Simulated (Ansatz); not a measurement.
**LiY (hypothetical, Pm-3m): phonons against volume**

Which modes of LiY (hypothetical) drive its thermal expansion? The crystal structure is hypothetical: it was made by swapping elements on a known structure type.

Main program and level: Ansatz 0.2.0; DFT PBEsol, scalar-relativistic, plane waves, PAW.

### 1. Set-up

The structure is cubic, space group Pm-3m (No. 221). The conventional cell has a = 3.521 Å, b = 3.521 Å, c = 3.521 Å, α = 90.00°, β = 90.00°, γ = 90.00°. Y has 8 Li at 3.05 Å nearest. Nearest to Li lie 8 Y at 3.05 Å. Farther neighbours are not listed.

Coordinates:

```
Y Li
1.0
     3.52080    0.00000    0.00000
     0.00000    3.52080    0.00000
     0.00000    0.00000    3.52080
Y Li
1 1
Direct
  0.50000 0.50000 0.50000
  0.00000 0.00000 0.00000
```

### 2. Probe on a coarse mesh

A cheap single point shows whether the cell is a metal or an insulator and how far it is from rest; that sets the k-mesh and the occupations of what follows.

Contents of input.yaml:

```yaml
crystal:
  lattice:
    - [3.5208, 0.0, 0.0]
    - [0.0, 3.5208, 0.0]
    - [0.0, 0.0, 3.5208]
  atoms:
    - { symbol: "Y", position: [0.5, 0.5, 0.5] }
    - { symbol: Li, position: [0.0, 0.0, 0.0] }
kpoints:
  mp_grid: { grid: [6, 6, 6] }
hamiltonian:
  xc: pbesol
scf:
  occupations: { method: gaussian, width: 0.1 }
output:
  forces: true
  stress: true
  eigenvalues: true
```

Launch:

```console
ansatz run input.yaml --threads 4 --pin off --max-ram 8192MiB --backend cpu --events-out ev --progress --plain --runs-dir out
```

Numbers of over 12 decimals in the logs are rounded to 6 here.

The log of the run:

```text
Engine: ansatz 0.2.0, aarch64-unknown-linux-gnu
Pseudopotentials: kind: paw
Pseudopotential: Y, paw, valence charge 11, recommended cutoff 420 eV (normal), Y.paw.azcp
Pseudopotential: Li, paw, valence charge 3, recommended cutoff 420 eV (normal), Li.paw.azcp
Functional definition: PBEsol
  exchange = pbesol_x
  correlation = pbesol_c
Crystal: 2 atoms, lattice volume = 43.644 Å³
Basis set: ecut = 420 eV, 847 PW (Γ), exchange–correlation on 48×48×48 points (8 copies of the dense FFT grid, shifted against one another)
Bands: 11, of which v1, the nominal top of the filled ones, is band 7 counted from 1 (6 counted from 0)
Symmetry: 48 space group operations
Space group: Pm-3m (ITA 221), of the structure as read, at distance tolerance 3.5e-5 Å
k-points: 20 of 216
Non-local potential: Y, projectors of the file, l = 0: 3, l = 1: 2, l = 2: 2, l = 3: 1
Non-local potential: Li, projectors of the file, l = 0: 3, l = 1: 2, l = 2: 1
PAW form: soft (Blöchl's): semilocal exchange-correlation on the pseudo side does not see the compensation charge
PAW frozen core: Y, regenerated for the run's functional, and the local potential with it (the file was generated under x = pbe(κ = 0.804, μ = 0.219515), c = pbe(β = 0.066725))
PAW one-centre angular grid: Y, 590 points (default); XC on 64 Gauss nodes
PAW one-centre angular grid: Li, 110 points (default); XC on 64 Gauss nodes
Initial density: superposition of atomic densities (neutral atoms: chi_scale 0, normalization atom), corrected by the library's trained network
Initial wavefunctions: pseudopotential atomic-orbital guess
Functional: x = pbesol(κ = 0.804, μ = 0.123457), c = pbesol(β = 0.046)
SCF iter   1: F=—  HF=-3997.672026 eV  |F-HF|=—  |Δ(HF+E_count)|=         —  Δρ=2.79e-3  dr2=2.26e-3  ethr=1.77e-3  ⟨swp⟩=4.8  Hψ=1154  notcnv=0
preconditioner: auto → none  [metal: Δε(μ)=0.079 eV  Ē_g=3.436 eV  σ=0.100 eV  W_gap=0.42  n_scr=6 (ndim 8)  ℏωp=11.2 eV  f_vac=0.000  D(μ)=2.28/eV (n_scr^D=18)  sad-step TF]
SCF iter   2: F=—  HF=-3997.671470 eV  |F-HF|=—  |Δ(HF+E_count)|=   5.56e-4  Δρ=1.61e-3  dr2=8.71e-4  ethr=1.61e-5  ⟨swp⟩=2.5  Hψ=506  notcnv=0
SCF iter   3: F=—  HF=-3997.671282 eV  |F-HF|=—  |Δ(HF+E_count)|=   1.89e-4  Δρ=3.16e-4  dr2=7.30e-5  ethr=6.22e-6  ⟨swp⟩=2.0  Hψ=357  notcnv=0
SCF iter   4: F=—  HF=-3997.671258 eV  |F-HF|=—  |Δ(HF+E_count)|=   2.40e-5  Δρ=7.78e-5  dr2=4.09e-6  ethr=5.22e-7  ⟨swp⟩=2.0  Hψ=328  notcnv=0
SCF iter   5: F=—  HF=-3997.671257 eV  |F-HF|=—  |Δ(HF+E_count)|=   9.43e-7  Δρ=2.41e-5  dr2=3.09e-7  ethr=2.92e-8  ⟨swp⟩=1.9  Hψ=251  notcnv=0
SCF iter   6: F=-3997.671257 eV  HF=-3997.671257 eV  |F-HF|=1.33e-8  |Δ(HF+E_count)|=   9.30e-8  Δρ=6.85e-6  dr2=1.86e-8  ethr=7.14e-10  ⟨swp⟩=4.0  Hψ=637  notcnv=0
SCF 1 converged in 6 iterations: F = -3997.671257 eV  dr2 = 1.86e-8
  greatest PAW one-centre occupation: 1.000 electrons in one spin orbital (limit 2), on the Li atom at site 1 (counted from 0), in its partial waves of l = 0
SCF converged after 6 iterations
Free energy (F): -3997.671257 eV
Harris-Foulkes:  -3997.671257 eV  (|F-HF|=1.33e-8)
Internal energy: -3997.659991 eV  (E = F + TS)
E sigma→0 (E₀):  -3997.665624 eV
Entropy (-TS):   -0.011266 eV (-5.633 meV/atom)
Fermi energy:    7.751955 eV
--- Per-component energies (eV) ---
  E_band       = -205.513742
  E_kinetic    = 328.622558
  E_local      = -739.985485  (includes V_loc(G=0)·N_el)
  E_nonlocal   = 19.003233
  E_hartree    = 232.553020
  E_xc         = -182.330177
  E_vxc        = -211.942876  (∫ρ·V_xc dr)
  E_paw        = -2793.164647  (= ΣΔE_a)
  E_vpaw       = -66.313806  (= ΣTr[D̂ρ^β])
  E_aug_tail   = 0.000020  (compensation charges beyond the density's cutoff)
  E_ewald      = -862.507285
  E_core_change = 0.148773  (= ΣΔE_core)
  E_smearing   = -0.011266  (= −TS)
  E_closure    = 0.000000  (closes the sum)
  Σ components = -3997.671257   (vs F -3997.671257, Δ=0.00e0)
--- Forces (eV/Å), atoms counted from 1 ---
  atom   1  Y      0.00000000    -0.00000000     0.00000000
  atom   2  Li    -0.00000000     0.00000000     0.00000000
  max |Σ_I F_I| component: 2.93e-29 eV/Å
--- Stress (GPa, compression-positive) ---
        5.422064       0.000000       0.000000
        0.000000       5.422064       0.000000
        0.000000       0.000000       5.422064
  P = ⅓ Tr σ = 5.4221 GPa (54.221 kbar)
--- Band table (eV; the first three rows and the last of 20) ---
  k-point 0: bands = [... 3 lower, -14.6082, -14.6082, 3.3185, 7.5682, 7.5682, 12.2323, 12.2323, 12.2323]
  k-point 1: bands = [... 3 lower, -14.5996, -14.5996, 3.6875, 7.6829, 7.7237, 11.1929, 11.1929, 12.2931]
  k-point 2: bands = [... 3 lower, -14.5823, -14.5823, 4.5441, 7.5941, 8.0772, 10.1444, 10.1444, 12.4198]
  k-point 19: bands = [... 3 lower, -14.8850, -14.8850, 6.6227, 6.6227, 6.6227, 13.1656, 13.1656, 13.1656]
```

Wall time 0.3 s (4 threads of Arm Neoverse V2, shared host); peak memory 0.28 GiB.

In the SCF lines HF is the Harris–Foulkes energy and dr2 the Hartree energy of the density residual, in eV; the loop may stop once dr2 is under the threshold and the program's other checks hold. Hψ counts applications of the Hamiltonian.

Numbers from this step:

```
pressure          : 5.422 GPa
volume per atom   : 21.82 Å³
gap on the k-mesh : 0 eV
```

The start is under 5.4 GPa at this level and looks like a metal on this mesh.

### 3. Finding the static equilibrium

The vibrations must be taken about the equilibrium of this functional, not about the starting cell, so the structure is relaxed.

input.yaml, the sections that differ from step 2:

```yaml
kpoints:
  mp_grid: { grid: [12, 12, 12] }
relax:
  adjacent_minimum: "off"
  f_tol: 0.005
  max_steps: 80
  cell: { stress_tol: 0.05 }
# crystal, hamiltonian, scf, output: as in step 2
```

The log of the run:

```text
[...]
Crystal: 2 atoms, lattice volume = 43.644 Å³
Basis set: ecut = 420 eV, 847 PW (Γ), exchange–correlation on 48×48×48 points (8 copies of the dense FFT grid, shifted against one another)
Bands: 11, of which v1, the nominal top of the filled ones, is band 7 counted from 1 (6 counted from 0)
Symmetry: 48 space group operations
[...]
k-points: 84 of 1728
[...]
SCF iter   1: F=—  HF=-3997.676886 eV  |F-HF|=—  |Δ(HF+E_count)|=         —  Δρ=2.75e-3  dr2=2.15e-3  ethr=1.77e-3  ⟨swp⟩=4.8  Hψ=4844  notcnv=0
[...]
SCF iter   6: F=-3997.676003 eV  HF=-3997.676003 eV  |F-HF|=1.08e-8  |Δ(HF+E_count)|=   9.47e-8  Δρ=5.83e-6  dr2=1.47e-8  ethr=7.14e-10  ⟨swp⟩=4.0  Hψ=2598  notcnv=0
SCF 1 converged in 6 iterations: F = -3997.676003 eV  dr2 = 1.47e-8
[...]
relax step   1: F+E_penalty+E_count = -3997.67600320 eV  Δ(F+E_penalty+E_count) = +0.000e0 eV  max|allowed force component| = 1.220e-29 eV/Å  Δτ_max = 0.0000 Å  P = +5.442 GPa  Ω = 43.644 Å³  (6 SCF iters, dr2 threshold 1.00e-7 eV, accepted)
Crystal: 2 atoms, lattice volume = 50.343 Å³
Basis set: ecut = 420 eV, 1021 PW (Γ), exchange–correlation on 48×48×48 points (8 copies of the dense FFT grid, shifted against one another)
[...]
iter 1 solved again at ethr=2.23e-5 eV; its pass at ethr=3.10e-3 eV (dr2=3.12e-3 eV) is discarded
[...]
SCF iter   5: F=-3997.772122 eV  HF=-3997.772122 eV  |F-HF|=3.21e-10  |Δ(HF+E_count)|=   1.85e-8  Δρ=1.01e-6  dr2=3.76e-10  ethr=2.91e-10  ⟨swp⟩=2.0  Hψ=3158  notcnv=0
SCF 2 converged in 5 iterations: F = -3997.772122 eV  dr2 = 3.76e-10
relax step   2: F+E_penalty+E_count = -3997.77212250 eV  Δ(F+E_penalty+E_count) = -9.612e-2 eV  max|allowed force component| = 1.590e-30 eV/Å  Δτ_max = 0.0000 Å  P = -0.279 GPa  Ω = 50.343 Å³  energy of the carried Pulay correction = -1.540e-4 eV  (5 SCF iters, dr2 threshold 2.00e-7 eV, accepted)
Crystal: 2 atoms, lattice volume = 49.970 Å³
Basis set: ecut = 420 eV, 949 PW (Γ), exchange–correlation on 48×48×48 points (8 copies of the dense FFT grid, shifted against one another)
[...]
SCF iter   3: F=-3997.772504 eV  HF=-3997.772504 eV  |F-HF|=5.53e-9  |Δ(HF+E_count)|=   6.69e-9  Δρ=1.68e-5  dr2=1.29e-7  ethr=1.39e-9  ⟨swp⟩=4.6  Hψ=3438  notcnv=0
SCF 3 converged in 3 iterations: F = -3997.772504 eV  dr2 = 1.29e-7
relax step   3: F+E_penalty+E_count = -3997.77250389 eV  Δ(F+E_penalty+E_count) = -3.814e-4 eV  max|allowed force component| = 1.592e-30 eV/Å  Δτ_max = 0.0000 Å  P = -0.041 GPa  Ω = 49.970 Å³  energy of the carried Pulay correction = -1.464e-4 eV  (3 SCF iters, dr2 threshold 1.94e-7 eV, accepted)
Basis set: ecut = 420 eV, 949 PW (Γ), exchange–correlation on 50×50×50 points (8 copies of the dense FFT grid, shifted against one another)
[...]
SCF iter   5: F=-3997.772607 eV  HF=-3997.772607 eV  |F-HF|=1.82e-12  |Δ(HF+E_count)|=  4.82e-11  Δρ=1.32e-7  dr2=7.38e-12  ethr=1.00e-12  ⟨swp⟩=3.8  Hψ=3622  notcnv=0
SCF 4 converged in 5 iterations: F = -3997.772607 eV  dr2 = 7.38e-12
relax step   4: F+E_penalty+E_count = -3997.77260723 eV  Δ(F+E_penalty+E_count) = -1.033e-4 eV  max|allowed force component| = 3.133e-30 eV/Å  Δτ_max = 0.0000 Å  P = -0.043 GPa  Ω = 49.970 Å³  stress off target by 4.26e-2 GPa  SCF on the basis re-selected at this cell (its energy is not comparable with the rows above)  (5 SCF iters)
basis re-selected at this cell: Δ(F+E_penalty+E_count) = -1.033e-4 eV, ΔP = -0.002 GPa vs the last step (what re-selecting the basis moved, of the pressure what is left beyond the Pulay correction that the steps carried, after the strain that the cell walked since its last selection, with what the two solves' SCF thresholds leave and, on support functions, any second-order correction that the steps lacked; it is no measure of the basis error at this ecutwfc). The dense FFT grid was sized anew with the basis: this SCF ran on 25×25×25 points, the steps before it on 24×24×24, so part of this shift can come from that change (see relax.cell in the input reference). [rest of the remark cut]
SCF converged after 5 iterations
Free energy (F): -3997.772607 eV
[...]
Internal energy: -3997.759770 eV  (E = F + TS)
E sigma→0 (E₀):  -3997.766189 eV
Entropy (-TS):   -0.012837 eV (-6.418 meV/atom)
Fermi energy:    6.534945 eV
[...]
--- Stress (GPa, compression-positive) ---
       -0.042594       0.000000       0.000000
        0.000000      -0.042594      -0.000000
        0.000000      -0.000000      -0.042594
  P = ⅓ Tr σ = -0.0426 GPa (-0.426 kbar)
--- Band table (eV; the first three rows and the last of 84) ---
  k-point 0: bands = [... 3 lower, -16.2526, -16.2526, 2.2377, 6.4383, 6.4383, 10.3913, 10.3913, 10.3913]
  k-point 1: bands = [... 3 lower, -16.2512, -16.2512, 2.3242, 6.4594, 6.4731, 10.0927, 10.0927, 10.4044]
  k-point 2: bands = [... 3 lower, -16.2474, -16.2474, 2.5719, 6.4902, 6.5717, 9.5581, 9.5581, 10.4407]
  k-point 83: bands = [... 3 lower, -16.4303, -16.4303, 5.6343, 5.6343, 5.6343, 11.0939, 11.0939, 11.0939]
--- Relaxed structure (3 steps of the walk, 3 accepted, 1 SCFs on fresh bases) ---
  F+E_penalty+E_count = -3997.77260723 eV   max|allowed force component| = 3.133e-30 eV/Å   (the final SCF, on the basis selected at the relaxed cell)
  cell:  # Å, volume = 49.9699 Å³
    - [3.683292, 0, 0]
    - [0, 3.683292, 0]
    - [0, 0, 3.683292]
  atoms:
    - { symbol: Y, position: [0.5, 0.5, 0.5] }
    - { symbol: Li, position: [0, 0, 0] }
```

Run time: 2.4 s. Hardware: 4 threads; peak memory 0.36 GiB; 8.3 s of CPU time.

Relaxation path:

| step | energy less that of the first step (eV) | largest force component (eV/Å) | pressure (GPa) | volume (Å³) |
| --- | --- | --- | --- | --- |
| 1 | 0.0000 | 0.0000 | 5.44 | 43.64 |
| 2 | -0.0961 | 0.0000 | -0.28 | 50.34 |
| 3 | -0.0965 | 0.0000 | -0.04 | 49.97 |
| 4* | -0.0966 | 0.0000 | -0.04 | 49.97 |

Relaxation steps marked * repeat the geometry before them on a plane-wave basis chosen anew for their cell, so energy and pressure can jump there.

The run keeps the 48 symmetry operations that it works with, so distortions that break them were not tested.

| conventional cell, symmetrised | before | after | change |
| --- | --- | --- | --- |
| a (Å) | 3.521 | 3.683 | +4.6 % |
| b (Å) | 3.521 | 3.683 | +4.6 % |
| c (Å) | 3.521 | 3.683 | +4.6 % |
| volume (Å³/atom) | 21.82 | 24.98 | +14.5 % |

The relaxed structure:

```cif
data_structure
_symmetry_space_group_name_H-M 'P 1'
_symmetry_Int_Tables_number 1
_cell_length_a 3.6833
_cell_length_b 3.6833
_cell_length_c 3.6833
_cell_angle_alpha 90.000
_cell_angle_beta 90.000
_cell_angle_gamma 90.000
_cell_volume 49.97
loop_
_atom_site_label
_atom_site_type_symbol
_atom_site_fract_x
_atom_site_fract_y
_atom_site_fract_z
_atom_site_occupancy
Y1 Y 0.50000 0.50000 0.50000 1
Li2 Li 0.00000 0.00000 0.00000 1
```

Numbers from this step:

```
pressure        : -0.04259 GPa
volume per atom : 24.98 Å³
```

The relaxation ends with a pressure of -0.04 GPa.

### 4. A second relaxation

The relaxation is run once more from where the first one ended, as the script does after a large change of volume or of the gap, with mesh and occupations reviewed.

Edit input.yaml of step 3 so:

```diff
@@ -2,5 +2,5 @@
   lattice:
-    - [3.5208, 0.0, 0.0]
-    - [0.0, 3.5208, 0.0]
-    - [0.0, 0.0, 3.5208]
+    - [3.6832924112, 0.0, 0.0]
+    - [0.0, 3.6832924112, 0.0]
+    - [0.0, 0.0, 3.6832924112]
   atoms:
```

The log of the run:

```text
[...]
Crystal: 2 atoms, lattice volume = 49.970 Å³
Basis set: ecut = 420 eV, 949 PW (Γ), exchange–correlation on 50×50×50 points (8 copies of the dense FFT grid, shifted against one another)
Bands: 11, of which v1, the nominal top of the filled ones, is band 7 counted from 1 (6 counted from 0)
Symmetry: 48 space group operations
[...]
k-points: 84 of 1728
[...]
k-point 83: bands = [... 3 lower, -16.4303, -16.4303, 5.6343, 5.6343, 5.6343, 11.0939, 11.0939, 11.0939]
--- Relaxed structure (1 steps of the walk, 1 accepted, 1 SCFs on fresh bases) ---
[...]
cell:  # Å, volume = 49.9699 Å³
    - [3.6832924112, 0.0, 0.0]
    - [0.0, 3.6832924112, 0.0]
    - [0.0, 0.0, 3.6832924112]
  atoms:
    - { symbol: Y, position: [0.500000, 0.500000, 0.500000] }
    - { symbol: Li, position: [0.0, 0.0, 0.0] }
[key lines of the parts left out:]
SCF converged after 4 iterations
Free energy (F): -3997.772607 eV
Fermi energy:    6.534946 eV
P = ⅓ Tr σ = -0.0426 GPa (-0.426 kbar)
```

Elapsed: 1.5 s, on 4 threads; peak memory 0.37 GiB.

Little changed from the start: no atom moved by 0.005 Å and no cell edge by 0.1 %.

### 5. Tight relaxation

The thresholds are tightened for a last relaxation ahead of the phonons, and where mesh or smearing change with them the cell follows.

input.yaml, the sections that differ from step 4:

```yaml
scf:
  occupations: { method: methfessel_paxton, width: 0.15 }
relax:
  adjacent_minimum: "off"
  f_tol: 0.001
  max_steps: 60
  cell: { stress_tol: 0.01 }
# crystal, kpoints, hamiltonian, output: as in step 4
```

The log of the run:

```text
[...]
Crystal: 2 atoms, lattice volume = 49.970 Å³
Basis set: ecut = 420 eV, 949 PW (Γ), exchange–correlation on 50×50×50 points (8 copies of the dense FFT grid, shifted against one another)
Bands: 11, of which v1, the nominal top of the filled ones, is band 7 counted from 1 (6 counted from 0)
Symmetry: 48 space group operations
[...]
k-points: 84 of 1728
[...]
k-point 83: bands = [... 3 lower, -16.4166, -16.4166, 5.6447, 5.6447, 5.6447, 11.1160, 11.1160, 11.1160]
--- Relaxed structure (2 steps of the walk, 2 accepted, 1 SCFs on fresh bases) ---
[...]
cell:  # Å, volume = 49.8890 Å³
    - [3.681304, 0, 0]
    - [0, 3.681304, 0.0]
    - [0, 0.0, 3.681304]
  atoms:
    - { symbol: Y, position: [0.5, 0.5, 0.5] }
    - { symbol: Li, position: [0, 0, 0] }
[key lines of the parts left out:]
SCF converged after 5 iterations
Free energy (F): -3997.766295 eV
Fermi energy:    6.548103 eV
P = ⅓ Tr σ = 0.0088 GPa (0.088 kbar)
```

Run time: 2.1 s. Hardware: 4 threads; peak memory 0.36 GiB.

Little changed from the start: no atom moved by 0.005 Å and no cell edge by 0.1 %.

Numbers from this step:

| Quantity | Value |
| --- | --- |
| pressure | 0.008786 GPa |
| volume per atom | 24.94 Å³ |

The residual pressure is 0.0088 GPa, small enough for phonons.

[end of part 1 of 3]

[Logs are printed without paths, hosts, clocks, repeated set-up lines and the standing remarks that a program may print on its own settings, such as how far it seeks lower states.]

[Hosts, paths, dates, database ids (printed as entryN), source tags and the programs' standing remarks are cut or masked in the printed files.]

[A step with changed settings may run another functional than the one named; its input shows which.]


